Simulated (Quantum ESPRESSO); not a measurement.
The B K edge of atom 5 in Sc3SnB (Pm-3m), with 6 Sc at 2.29 Å (octahedral, site symmetry m-3m), was computed in 2 ways: excited-electron core hole (neutral cell) and no core hole. Program and functional: Quantum ESPRESSO XSpectra, LDA, Lorentzian half width 0.3 eV up to 4 eV, rising linearly to 2.5 eV at 25 eV; cells of 5 and 10 atoms (the run without a hole in the smaller).

Each run is counted from its own lowest empty level or Fermi level and scaled to a mean of 1 over its first 20 eV.

| E (eV) | run 1 | run 2 |
| --- | --- | --- |
| -2.0 | 0.03 | 0.04 |
| -1.5 | 0.04 | 0.05 |
| -1.0 | 0.05 | 0.06 |
| -0.5 | 0.08 | 0.10 |
| 0.0 | 0.18 | 0.20 |
| 0.5 | 0.26 | 0.40 |
| 1.0 | 0.36 | 0.90 |
| 1.5 | 0.75 | 1.11 |
| 2.0 | 1.01 | 0.72 |
| 2.5 | 0.73 | 0.56 |
| 3.0 | 0.51 | 0.51 |
| 3.5 | 0.38 | 0.81 |
| 4.0 | 0.49 | 1.50 |
| 4.5 | 0.81 | 2.52 |
| 5.0 | 1.37 | 1.82 |
| 5.5 | 1.68 | 1.32 |
| 6.0 | 1.30 | 1.13 |
| 6.5 | 1.07 | 1.08 |
| 7.0 | 1.03 | 1.17 |
| 7.5 | 1.14 | 1.24 |
| 8.0 | 1.16 | 1.24 |
| 8.5 | 1.16 | 1.23 |
| 9.0 | 1.18 | 1.26 |
| 9.5 | 1.19 | 1.24 |
| 10.0 | 1.19 | 1.19 |
| 10.5 | 1.23 | 1.16 |
| 11.0 | 1.27 | 1.17 |
| 11.5 | 1.30 | 1.20 |
| 12.0 | 1.34 | 1.22 |
| 12.5 | 1.40 | 1.19 |
| 13.0 | 1.44 | 1.08 |
| 13.5 | 1.42 | 0.94 |
| 14.0 | 1.31 | 0.81 |
| 14.5 | 1.16 | 0.72 |
| 15.0 | 1.02 | 0.67 |
| 15.5 | 0.92 | 0.66 |
| 16.0 | 0.87 | 0.68 |
| 16.5 | 0.85 | 0.70 |
| 17.0 | 0.87 | 0.73 |
| 17.5 | 0.88 | 0.74 |
| 18.0 | 0.90 | 0.74 |
| 18.5 | 0.89 | 0.73 |
| 19.0 | 0.88 | 0.73 |
| 19.5 | 0.86 | 0.73 |
| 20.0 | 0.85 | 0.74 |
| 20.5 | 0.85 | 0.75 |
| 21.0 | 0.86 | 0.76 |
| 21.5 | 0.87 | 0.76 |
| 22.0 | 0.88 | 0.76 |
| 22.5 | 0.89 | 0.75 |
| 23.0 | 0.89 | 0.74 |
| 23.5 | 0.89 | 0.74 |
| 24.0 | 0.88 | 0.73 |
| 24.5 | 0.88 | 0.73 |
| 25.0 | 0.87 | 0.73 |
| 25.5 | 0.87 | 0.73 |
| 26.0 | 0.87 | 0.73 |
| 26.5 | 0.87 | 0.73 |
| 27.0 | 0.87 | 0.73 |
| 27.5 | 0.87 | 0.71 |
| 28.0 | 0.86 | 0.70 |
| 28.5 | 0.85 | 0.69 |
| 29.0 | 0.83 | 0.68 |
| 29.5 | 0.82 | 0.67 |
| 30.0 | 0.80 | 0.67 |
| 30.5 | 0.80 | 0.67 |
| 31.0 | 0.79 | 0.68 |
| 31.5 | 0.79 | 0.68 |
| 32.0 | 0.80 | 0.69 |

Q: Which run is which?

Run 1: no core hole (area from −2 to 6 eV 4.7, main maxima 1.9 eV (1.06), 5.4 eV (1.70), 13.1 eV (1.44) and 18.2 eV (0.90)). Run 2: excited-electron core hole (neutral cell) (area from −2 to 6 eV 6.6, main maxima 1.3 eV (1.23), 4.6 eV (2.59), 9.1 eV (1.26) and 12.0 eV (1.22)). With each curve scaled to its own mean, the area from −2 to 6 eV with the hole is 6.6 against 4.7, and the centre of weight from −1 to 20 eV moves by -1.1 eV: the hole pulls the absorber's empty states down.

[Hosts, paths, dates, database ids (printed as entryN), source tags and the programs' standing remarks are cut or masked in the printed files.]

[Lists of maxima count a maximum above −3 eV only where it reaches 4 % of the highest in the window and stands out from its surroundings by 2 % of it (1.5 % where it reaches 55 %); shoulders and weaker maxima are passed over, and of the rest the first, up to two pre-edge ones and the few strongest are named.]
